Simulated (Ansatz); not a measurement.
# Y on Cu(100): change of the work function, part 3 of 4

How does one ordered layer of Y (bridge site) change the work function of Cu(100), and what dipole does each adsorbate carry?

Ansatz 0.2.0; plane-wave DFT, PBE, Ansatz PAW.

So far, work function, upper face (eV): step 2 (the clean slab) 4.57; step 3 (17 atoms, coverage 0.25 ML, cell 2x2) 2.62.

## (5) The covered slab, atoms frozen

This step: plane-wave DFT, PBE, Ansatz PAW (Ansatz 0.2.0).

To see where the charge goes, the covered slab, the bare substrate and the adsorbate layer are each run at the same frozen positions and on the same grid.

File input.yaml:

```yaml
crystal:
  lattice:
    - [5.1053109602, 0.0, 0.0]
    - [0.0, 5.1053109602, 0.0]
    - [0.0, 0.0, 26.5488077536]
  atoms:
    - { symbol: Cu, position: [0.25, 0.25, 0.3389982738] }
    - { symbol: Cu, position: [0.0, 0.0, 0.406986261] }
    - { symbol: Cu, position: [0.25, 0.2563663511, 0.4763736416] }
    - { symbol: Cu, position: [-0.0122493253, 0.0, 0.5390124597] }
    - { symbol: Cu, position: [0.25, 0.75, 0.3389982738] }
    - { symbol: Cu, position: [0.0, 0.5, 0.406986261] }
    - { symbol: Cu, position: [0.25, 0.7436336489, 0.4763736416] }
    - { symbol: Cu, position: [0.004241638, 0.5, 0.5522100196] }
    - { symbol: Cu, position: [0.75, 0.25, 0.3389982738] }
    - { symbol: Cu, position: [0.5, 0.0, 0.406986261] }
    - { symbol: Cu, position: [0.75, 0.2600259895, 0.4752363369] }
    - { symbol: Cu, position: [0.5122493253, 0.0, 0.5390124597] }
    - { symbol: Cu, position: [0.75, 0.75, 0.3389982738] }
    - { symbol: Cu, position: [0.5, 0.5, 0.406986261] }
    - { symbol: Cu, position: [0.75, 0.7399740105, 0.4752363369] }
    - { symbol: Cu, position: [0.495758362, 0.5, 0.5522100196] }
    - { symbol: "Y", position: [0.25, 0.0, 0.6212628675] }
kpoints:
  mp_grid: { grid: [6, 6, 1] }
hamiltonian:
  xc: pbe
scf:
  occupations: { method: fermi_dirac, width: 0.1 }
  convergence: { dr2_threshold: 1.0e-08 }
efield:
  axis: 3
  dipole_correction: true
  ramp_position: 0.97
  ramp_width: 0.06
output:
  write_potential: true
  write_density: true
  volumetric_format: npy
```

Started as:

```bash
> ansatz run input.yaml --threads 4 --pin off --max-ram 6144MiB --backend cpu --events-out ev --progress --plain --runs-dir out
```

Output:

```text
[...]
Crystal: 17 atoms, lattice volume = 691.973 Å³
Basis set: ecut = 420 eV, 13481 PW (Γ)
Bands: 189, of which v1, the nominal top of the filled ones, is band 158 counted from 1 (157 counted from 0)
Symmetry: 4 space group operations
[...]
k-points: 16 of 36
[...]
SCF iter   1: F=—  HF=-109846.343577 eV  |F-HF|=—  |Δ(HF+E_count)|=         —  Δρ=3.29e-3  dr2=3.71e-1  ethr=1.77e-3  p=0.238 e·Å  D=6.23e-2 V/Å  ΔV_dip=-1.65 eV  dr2_dipole=5.46e-2  V_vac-E_F(+/−)=2.86/4.52 eV  ⟨swp⟩=8.9  Hψ=13250  notcnv=0  defer=87
[...]
SCF iter  14: F=-109846.340870 eV  HF=-109846.340870 eV  |F-HF|=2.36e-8  |Δ(HF+E_count)|=   1.86e-8  Δρ=1.12e-6  dr2=5.81e-9  ethr=3.17e-12  p=0.271 e·Å  D=7.08e-2 V/Å  ΔV_dip=-1.88 eV  dr2_dipole=5.96e-11  V_vac-E_F(+/−)=2.62/4.50 eV  ⟨swp⟩=13.4  Hψ=12280  notcnv=0
SCF 1 converged in 14 iterations: F = -109846.340870 eV  dr2 = 5.81e-9
[...]
SCF converged after 14 iterations
Free energy (F): -109846.340870 eV
[...]
Internal energy: -109846.095125 eV  (E = F + TS)
E sigma→0 (E₀):  -109846.217998 eV
Entropy (-TS):   -0.245745 eV (-14.456 meV/atom)
Fermi energy:    2.721181 eV
Dipole field:    D = 0.070760 V/Å  (p = 0.270592 e·Å, saw-weighted, corrected)
Work function:   Φ+ = 2.6250 eV   Φ− = 4.5036 eV
[...]
--- Band table (eV; the first three rows and the last of 16) ---
  k-point 0: bands = [... 154 lower, 2.1778, 2.2277, 2.4737, 2.4742, 2.7038, 2.7038, 2.8061, 2.9094, ... 27 higher]
  k-point 1: bands = [... 154 lower, 2.2497, 2.4311, 2.4723, 2.6334, 2.9627, 3.0288, 3.2263, 3.4368, ... 27 higher]
  k-point 2: bands = [... 154 lower, 2.1669, 2.6853, 2.8430, 3.1372, 3.3355, 3.3443, 3.3951, 3.6056, ... 27 higher]
  k-point 15: bands = [... 154 lower, 1.4231, 1.4268, 2.4019, 2.5316, 2.6206, 2.6232, 3.6918, 3.7264, ... 27 higher]
```

It took 2.1 min on 4 threads of Arm Neoverse V1, shared host; peak memory 3.8 GiB.

This step gave:

```
energy at zero smearing        : -109846.2180 eV
work function, upper face      : 2.625 eV
dipole along the normal        : 0.2706 e·Å
step between the vacuum levels : -1.879 eV
```

The work function of the upper face is 2.62 eV.

## (6) The substrate alone

System of this step: Y/Cu(100), substrate alone, atoms held. The cell holds 16 atoms: 16 Cu. Its edges and angles: a = 5.105 Å, b = 5.105 Å, c = 26.549 Å, α = 90.0°, β = 90.0°, γ = 90.0°. Vacuum lies along c.

The second part, atoms unmoved.

input.yaml: that of step 5 with these lines changed.

```diff
@@ -22,3 +22,2 @@
     - { symbol: Cu, position: [0.495758362, 0.5, 0.5522100196] }
-    - { symbol: "Y", position: [0.25, 0.0, 0.6212628675] }
 kpoints:
```

Output:

```text
[...]
Crystal: 16 atoms, lattice volume = 691.973 Å³
Basis set: ecut = 420 eV, 13481 PW (Γ)
Bands: 183, of which v1, the nominal top of the filled ones, is band 152 counted from 1 (151 counted from 0)
Symmetry: 4 space group operations
[...]
k-points: 16 of 36
[...]
SCF iter   1: F=—  HF=-105997.691817 eV  |F-HF|=—  |Δ(HF+E_count)|=         —  Δρ=1.39e-3  dr2=4.20e-2  ethr=1.77e-3  p=-0.005 e·Å  D=-1.24e-3 V/Å  ΔV_dip=0.03 eV  dr2_dipole=4.19e-4  V_vac-E_F(+/−)=4.52/4.49 eV  ⟨swp⟩=9.4  Hψ=13255  notcnv=0  defer=157
[...]
SCF iter  11: F=-105997.705534 eV  HF=-105997.705534 eV  |F-HF|=4.86e-8  |Δ(HF+E_count)|=   1.02e-8  Δρ=1.32e-6  dr2=9.16e-9  ethr=3.29e-12  p=0.000 e·Å  D=6.13e-5 V/Å  ΔV_dip=-0.00 eV  dr2_dipole=6.22e-11  V_vac-E_F(+/−)=4.58/4.58 eV  ⟨swp⟩=16.9  Hψ=14184  notcnv=0
SCF 1 converged in 11 iterations: F = -105997.705534 eV  dr2 = 9.16e-9
[...]
SCF converged after 11 iterations
Free energy (F): -105997.705534 eV
[...]
Internal energy: -105997.528408 eV  (E = F + TS)
E sigma→0 (E₀):  -105997.616971 eV
Entropy (-TS):   -0.177126 eV (-11.070 meV/atom)
Fermi energy:    1.291808 eV
Dipole field:    D = 0.000067 V/Å  (p = 0.000256 e·Å, saw-weighted, corrected)
Work function:   Φ+ = 4.5768 eV   Φ− = 4.5786 eV
[...]
--- Band table (eV; the first three rows and the last of 16) ---
  k-point 0: bands = [... 148 lower, 0.9817, 0.9966, 1.0032, 1.0240, 1.2705, 1.2708, 1.3186, 1.3557, ... 27 higher]
  k-point 1: bands = [... 148 lower, 0.1466, 1.0598, 1.1941, 1.1983, 1.5110, 1.5405, 1.5805, 2.5962, ... 27 higher]
  k-point 2: bands = [... 148 lower, -0.0287, 0.8350, 1.5608, 1.5634, 1.6772, 2.2960, 2.2967, 2.7177, ... 27 higher]
  k-point 15: bands = [... 148 lower, 0.1317, 0.1651, 0.1812, 0.1924, 1.5060, 1.5243, 1.6267, 1.6610, ... 27 higher]
```

It took 1.8 min on 4 threads; peak memory 3.6 GiB; 6.9 min of CPU time.

Numbers from this step:

```yaml
energy_at_zero_smearing: -105997.6170 eV
work_function_upper_face: 4.577 eV
dipole_along_the_normal: 2.56e-4 e·Å
```

The work function of the upper face is 4.58 eV.

## (7) The adsorbate layer alone

System of this step: Y/Cu(100), adsorbate layer alone, atoms held. The cell holds 1 atom: 1 Y. Cell: a = 5.105 Å, b = 5.105 Å, c = 26.549 Å, α = 90.0°, β = 90.0°, γ = 90.0°. Vacuum lies along c.

The third part; a free layer of atoms may carry a moment, so spin is on.

input.yaml, the sections that differ from step 6:

```yaml
crystal:
  lattice:
    - [5.1053109602, 0.0, 0.0]
    - [0.0, 5.1053109602, 0.0]
    - [0.0, 0.0, 26.5488077536]
  atoms:
    - { symbol: "Y", position: [0.25, 0.0, 0.6212628675], spin: 1.0 }
magnetization:
  spin_polarized: true
# kpoints, hamiltonian, scf, efield, output: as in step 6
```

Output:

```text
[...]
Crystal: 1 atoms, lattice volume = 691.973 Å³
Basis set: ecut = 420 eV, 13481 PW (Γ)
Bands: 10, of which v1, the nominal top of the filled ones, is band 6 counted from 1 (5 counted from 0)
Symmetry: 8 space group operations
k-points: 10 of 36
[...]
Starting moments: Σ|m| = 1 μB on 1 of 1 site
[...]
SCF iter   1: F=—  HF=-3845.013477 eV  |F-HF|=—  |Δ(HF+E_count)|=         —  Δρ=2.38e-3 (↑2.38e-3 ↓8.02e-4)  dr2=1.64e-1  dr2_m=7.37e-3  M=0.974 μB ∫|m|=0.974 μB  β_m=1.00  ethr=1.42e-3  p=0.000 e·Å  D=5.86e-9 V/Å  ΔV_dip=-0.00 eV  dr2_dipole=1.55e-11  V_vac-E_F(+/−)=3.11/3.11 eV  ⟨swp⟩=1.0  Hψ=3372  notcnv=0
[...]
automatic band count: the SCF goes on with 14 bands, as 10 were too few: the levels above may hold too much charge
[...]
spin=Collinear: LDOS preconditioning applied to the charge; magnetization (m = ρ↑ − ρ↓) channel mixes plain (no charge-response kernel on spin).
SCF iter   2: F=—  HF=-3845.013520 eV  |F-HF|=—  |Δ(HF+E_count)|=   4.31e-5  Δρ=1.57e-3 (↑1.57e-3 ↓9.06e-4)  dr2=1.18e-1  dr2_m=1.08e-3  M=1.003 μB ∫|m|=1.003 μB  β_m=0.62  ethr=1.42e-3  p=0.000 e·Å  D=3.21e-6 V/Å  ΔV_dip=-0.00 eV  dr2_dipole=1.44e-8  V_vac-E_F(+/−)=3.12/3.12 eV  ⟨swp⟩=2.0  Hψ=324  notcnv=0
density mixer auto → msr1: a metal under ldos (density of states about μ 2.97 of a free-electron gas's, 30 screened modes)
SCF iter   3: F=—  HF=-3844.996488 eV  |F-HF|=—  |Δ(HF+E_count)|=   1.70e-2  Δρ=1.04e-3 (↑8.14e-4 ↓1.04e-3)  dr2=9.52e-3  dr2_m=4.25e-3  M=1.002 μB ∫|m|=1.012 μB  β_m=0.81  ethr=1.08e-3  p=-0.000 e·Å  D=-8.93e-6 V/Å  ΔV_dip=0.00 eV  dr2_dipole=3.17e-9  V_vac-E_F(+/−)=3.16/3.16 eV  ⟨swp⟩=2.9  Hψ=497  notcnv=0
[...]
SCF iter  27: F=-3845.020273 eV  HF=-3845.020273 eV  |F-HF|=1.05e-11  |Δ(HF+E_count)|=   1.06e-9  Δρ=3.08e-8 (↑2.83e-8 ↓3.08e-8)  dr2=3.37e-11  dr2_m=7.97e-13  M=0.587 μB ∫|m|=1.236 μB  ethr=1.00e-12  p=0.000 e·Å  D=3.59e-6 V/Å  ΔV_dip=-0.00 eV  dr2_dipole=7.73e-16  V_vac-E_F(+/−)=3.10/3.10 eV  ⟨swp⟩=1.8  Hψ=1032  notcnv=0
SCF 1 converged in 27 iterations: F = -3845.020273 eV  dr2 = 3.37e-11
[...]
at 7 of the mixer's solves, the last at iteration 16, it left a direction of its history that read negative out of its fit and stepped the other way along it
[...]
SCF converged after 27 iterations
an eigenvalue changed by more than its tolerance at an iteration that met the thresholds in force, so the SCF went on 1 time: the last check found none over its tolerance
Magnetization: 0.5865 μB (5.7933 up, 5.2067 down)
Absolute magnetization: 1.2393 μB (∫|ρ↑−ρ↓|, with the PAW one-centre terms)
[...]
Per-site moments (μB) at R_I (Å): [(0.431567, 2.105941)]
Free energy (F): -3845.020273 eV
[...]
Internal energy: -3844.876974 eV  (E = F + TS)
E sigma→0 (E₀):  -3844.948624 eV
Entropy (-TS):   -0.143299 eV (-143.299 meV/atom)
Fermi energy:    -2.369829 eV
Dipole field:    D = 0.000004 V/Å  (p = 0.000014 e·Å, saw-weighted, corrected)
Work function:   Φ+ = 3.0993 eV   Φ− = 3.0993 eV
[...]
--- Band table (eV; the first three rows and the last of 20) ---
  k-point 0 ↑: bands = [... 2 lower, -27.5164, -27.4731, -4.5969, -2.8100, -1.8934, -1.6820, -1.6820, -1.5343, ... 4 higher]
  k-point 1 ↑: bands = [... 2 lower, -27.5164, -27.4730, -4.4238, -2.7475, -1.9127, -1.8599, -1.6714, -1.6249, ... 4 higher]
  k-point 2 ↑: bands = [... 2 lower, -27.5162, -27.4729, -3.9858, -2.5647, -2.1315, -1.7997, -1.7836, -1.6497, ... 4 higher]
  k-point 9 ↓: bands = [... 2 lower, -27.1976, -27.1976, -2.7580, -2.0925, -2.0151, -2.0151, -1.0485, -0.8225, ... 4 higher]
```

Wall time 16 s (4 threads); peak memory 0.88 GiB.

This step gave:

- energy at zero smearing: -3844.9486 eV
- total moment: 0.5865 μB
- site moments: 0.4316 μB
- work function, upper face: 3.099 eV
- dipole along the normal: 1.37e-5 e·Å

Site moment by atom:

```tsv
atom	site moment (μB)
Y1	0.432
```

The free layer carries a moment of 0.6 μB a cell.

## (8) Density difference

This step: plane-wave DFT, PBE, Ansatz PAW; density difference on adsorption (Ansatz 0.2.0).

The densities of the parts are taken from that of the whole and averaged over planes; the first moment of what is left gives the step in the potential.

This step gave:

- largest charge moved: 0.01038 e/Å²
- potential step from the moved charge: -1.877 eV

The electron density difference oscillates, so the rows of the table below give means over 1 Å (shorter at the two ends). Its distinct maxima (Å: e/Å³): 13.0: 0.00149, 15.3: 0.0195, 17.1: -4.5e-4. Distinct minima: 14.5: -0.00698, 16.5: -0.0105, 17.7: -0.00483.

Planar mean, whole system less its parts. Table of electron density difference by z; means over each step:

z (Å), electron density difference (e/Å³) and a bar from the least value:
```
        4     0.0000 ############
        5     0.0000 ############
        6     0.0000 ############
        7    -0.0002 ############
        8     0.0000 ############
        9     0.0004 #############
       10    -0.0002 ###########
       11    -0.0001 ############
       12     0.0002 ############
       13     0.0008 ##############
       14    -0.0056 
       15     0.0085 ##############################
       16     0.0043 #####################
       17    -0.0039 ####
       18    -0.0037 ####
       19    -0.0005 ###########
       20     0.0001 ############
       21     0.0001 ############
       22     0.0000 ############
       23     0.0000 ############
       24     0.0000 ############
```

Planar mean, whole system less its parts. The electrons moved below z by z:

```tsv
z (Å)	electrons moved below z (e/Å²)
4	-4.5e-7
5	-3.5e-6
6	-2.5e-5
7	-1.3e-4
8	-3.3e-4
9	-5.7e-6
10	9.6e-5
11	-1.2e-4
12	-1.0e-4
13	7.3e-4
14	-0.00203
15	-0.00401
16	0.0103
17	0.00484
18	0.00144
19	-1.9e-4
20	-1.2e-4
21	-3.3e-5
22	-6.9e-6
23	-1.5e-6
24	-4.5e-7
```

(Continued in part 4 of 4.)

[Long decimals in the printed logs are rounded to 6 places.]

[Logs are printed without paths, hosts, clocks, repeated set-up lines and the standing remarks that a program may print on its own settings, such as how far it seeks lower states.]

[Hosts, paths, dates, database ids (printed as entryN), source tags and the programs' standing remarks are cut or masked in the printed files.]

[Maps of the electrostatic potential energy from Ansatz leave out the sawtooth potential of an applied field or a dipole correction, so their vacuum need not be flat; planar profiles and work functions include it.]
